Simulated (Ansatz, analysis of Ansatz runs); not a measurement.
# Reproducing a measured hyperfine coupling: NV- centre in diamond, part 2 of 2

How near does this set-up come to the measured hyperfine coupling? Subject: NV- centre in diamond. Set-up: r2SCAN, 128-site cell, r2SCAN lattice, 500 eV, k: the single point 1/4 1/4 1/4. The model is a cell of 128 host atoms with 1 site emptied and N put on another atom's site. The isotropic coupling follows from the spin density at the nucleus, the nuclear g-factor and the total spin. A meta-GGA costs about twice a GGA and mends lattice constants and part of the gap.

Ansatz 0.2.0; r2SCAN, 128-site cell, r2SCAN lattice, 500 eV, k: the single point 1/4 1/4 1/4.

So far: The structure; Relaxation, charge −1.

**3. Contact spin densities**

The relaxed structure is kept, and the final numbers are taken at the final level and k-points.

This step: plane-wave PAW DFT, r2SCAN; single point of a defect supercell.

Input file point/input.yaml:

```yaml
crystal:
  lattice:
    - [0.0, 7.12053982, 7.12053982]
    - [7.12053982, 0.0, 7.12053982]
    - [7.12053982, 7.12053982, 0.0]
  atoms:
    - { symbol: C, position: [0.124994119, 0.124856081, 0.124809057] }
    - { symbol: C, position: [0.187531544, 0.187391571, 0.187348559] }
    - { symbol: C, position: [0.124817426, 0.124678597, 0.374995098] }
    - { symbol: C, position: [0.187261297, 0.187124052, 0.437322403] }
    - { symbol: C, position: [0.125080958, 0.124944385, 0.624840574] }
    - { symbol: C, position: [0.187991188, 0.187856282, 0.687083277] }
    - { symbol: C, position: [0.125219044, 0.125080816, 0.874772667] }
    - { symbol: C, position: [0.187726312, 0.187588714, 0.937325997] }
    - { symbol: C, position: [0.1248096, 0.375049479, 0.124627196] }
    - { symbol: C, position: [0.18726688, 0.437360643, 0.187083985] }
    - { symbol: C, position: [0.123948899, 0.374790887, 0.374743691] }
    - { symbol: C, position: [0.191088089, 0.434485046, 0.434433614] }
    - { symbol: C, position: [0.127930974, 0.374441609, 0.62327922] }
    - { symbol: C, position: [0.190693481, 0.437164018, 0.685826313] }
    - { symbol: C, position: [0.124470547, 0.375169211, 0.875025944] }
    - { symbol: C, position: [0.187732909, 0.43752649, 0.937291697] }
    - { symbol: C, position: [0.125088247, 0.624879234, 0.124902118] }
    - { symbol: C, position: [0.187999373, 0.687120319, 0.18781141] }
    - { symbol: C, position: [0.127927978, 0.623343043, 0.374381749] }
    - { symbol: C, position: [0.190705062, 0.685875543, 0.437103331] }
    - { symbol: C, position: [0.126277387, 0.624406603, 0.624353824] }
    - { symbol: C, position: [0.188133103, 0.687236682, 0.687193918] }
    - { symbol: C, position: [0.125175279, 0.624958311, 0.874764155] }
    - { symbol: C, position: [0.187696619, 0.687462837, 0.937500965] }
    - { symbol: C, position: [0.125208566, 0.874834283, 0.125026391] }
    - { symbol: C, position: [0.18772276, 0.937378335, 0.187541221] }
    - { symbol: C, position: [0.124469547, 0.875088002, 0.375111588] }
    - { symbol: C, position: [0.187737383, 0.937340202, 0.437477415] }
    - { symbol: C, position: [0.125175182, 0.874813952, 0.624906999] }
    - { symbol: C, position: [0.187698801, 0.937542604, 0.687419579] }
[... 12 lines left out ...]
    - { symbol: "N", position: [0.369299258, 0.369163328, 0.369107562] }
[... 76 lines left out ...]
    - { symbol: C, position: [0.87508569, 0.874945008, 0.125007168] }
    - { symbol: C, position: [0.937683116, 0.937544303, 0.187528348] }
    - { symbol: C, position: [0.875234412, 0.87509862, 0.374907055] }
    - { symbol: C, position: [0.937735719, 0.937599456, 0.437459803] }
    - { symbol: C, position: [0.875111858, 0.874976934, 0.624850981] }
    - { symbol: C, position: [0.937690013, 0.93754926, 0.68742589] }
    - { symbol: C, position: [0.875076738, 0.874937974, 0.87489542] }
    - { symbol: C, position: [0.937668386, 0.937528164, 0.937487486] }
total_charge: -1
basis:
  ecutwfc: 500
  xc_grid: 2
hamiltonian:
  xc: r2scan
kpoints:
  mp_grid: { grid: [1, 1, 1], shift: [0.25, 0.25, 0.25] }
magnetization:
  spin_polarized: true
  initial_magnetization: 2
  spin_locking: { lock_magnetization: hard }
scf:
  occupations: { method: fermi_dirac, width: 0.01 }
  max_iter: 120
output:
  forces: true
  efg: {}
  eigenvalues: true
checkpoint:
  read: "../relax.run"
```

On the command line:

```bash
$ ansatz run input.yaml --threads 2 --pin off --max-ram 4710MiB --backend cpu --events-out ev --progress --plain --runs-dir out
```

Numbers of over 12 decimals in the logs are rounded to 6 here.

Output:

```text
[...]
Warning: the atoms were moved onto the symmetric positions of the space group found under crystal.symmetry.tolerance 1.0e-5 (fractional; [...]
Warning: at least one further symmetry operation maps every atom of the structure, as the run holds it, onto an atom to within 2.36e-5 (fractional), and is not used: no operation is sought that the atoms, as the run holds them, miss by more than 2.00e-5, [...]
[...]
Warning: checkpoint.read: the run can stay near the saved state's solution: 87 site(s) moved relative to the saved geometry (max |Δs| = 4.158e-6 fractional); [...]
[...]
Crystal: 127 atoms, lattice volume = 722.052 Å³
Basis set: ecut = 500 eV, 18197 PW (Γ), exchange–correlation on 150×150×150 points (8 copies of the dense FFT grid, shifted against one another)
Bands: 383, of which v1, the nominal top of the filled ones, is band 255 counted from 1 (254 counted from 0)
[...]
atom  19  C  V_zz =    +0.238790   η = 0.9884   by run symmetry: allowed
[...]
atom  36  C  V_zz =    +1.688459   η = 0.1570   by run symmetry: allowed
[...]
atom  37  C  V_zz =    +0.238368   η = 0.9868   by run symmetry: allowed
[...]
atom  42  C  V_zz =    +1.687746   η = 0.1562   by run symmetry: allowed
[...]
atom  43  N  V_zz =   -14.516632   η = 0.0001   by run symmetry: allowed
[...]
atom  44  C  V_zz =    -2.465159   η = 0.0043   by run symmetry: allowed
[...]
atom  50  C  V_zz =    -2.465296   η = 0.0042   by run symmetry: allowed
[...]
atom  74  C  V_zz =    -2.465296   η = 0.0042   by run symmetry: allowed
[...]
--- Band table (eV) ---
[...]
[key lines of the parts left out:]
SCF converged after 3 iterations
Magnetization: 2.0000 μB (256.0000 up, 254.0000 down)
Free energy (F): -32055.910649 eV
Fermi energy:    15.866365 (↑ 16.479506, ↓ 15.558000) eV
```

It took 4.5 min on 2 threads of Arm Neoverse N1, shared host; peak memory 3.7 GiB.

Read from the output:

- free energy: -32055.9106 eV
- total moment: 2 μB
- integral of the absolute spin density: 2.415 μB
- spin contamination: 0.01724

The largest moments in the atoms' spheres: C44 0.27, C74 0.27, C50 0.27, C98 0.02, C27 0.02, C15 0.02 μB.

Isotropic hyperfine couplings from the contact spin densities (Fermi contact term with core polarisation, no dipolar part), the largest:

| atom | isotope | distance from the centre (Å) | contact spin density (e/Å³) | A (MHz) |
| --- | --- | --- | --- | --- |
| C50 | 13C | 1.64 | 1.64 | 137.0 |
| C74 | 13C | 1.64 | 1.64 | 137.0 |
| C44 | 13C | 1.64 | 1.64 | 137.0 |
| C46 | 13C | 3.89 | 0.166 | 13.9 |
| C58 | 13C | 3.89 | 0.166 | 13.9 |
| C106 | 13C | 3.89 | 0.166 | 13.9 |
| C15 | 13C | 3.88 | 0.140 | 11.7 |
| C39 | 13C | 3.88 | 0.140 | 11.7 |
| C27 | 13C | 3.88 | 0.140 | 11.7 |
| C98 | 13C | 3.88 | 0.140 | 11.7 |

**4. Outcome**

```yaml
14n_isotropic: -2.8 MHz
integral_of_the_absolute_spin_density: 2.41 μB
time_of_the_whole_chain: 30 min on 2 threads
```

In words: 14N, isotropic: computed -2.8 MHz, measured -2.51 MHz; 0.3 MHz (12 %) larger in size than the measurement. Only the isotropic (Fermi contact) part is computed, with core polarisation; no vibrational averaging.

[Logs are printed without paths, hosts, clocks, repeated set-up lines and the standing remarks that a program may print on its own settings, such as how far it seeks lower states.]

[Hosts, paths, dates, database ids (printed as entryN), source tags and the programs' standing remarks are cut or masked in the printed files.]

[For some hosts the program warned that the k-mesh of the response run may be too coarse for force constants and the static dielectric constant; such warnings are not shown here.]
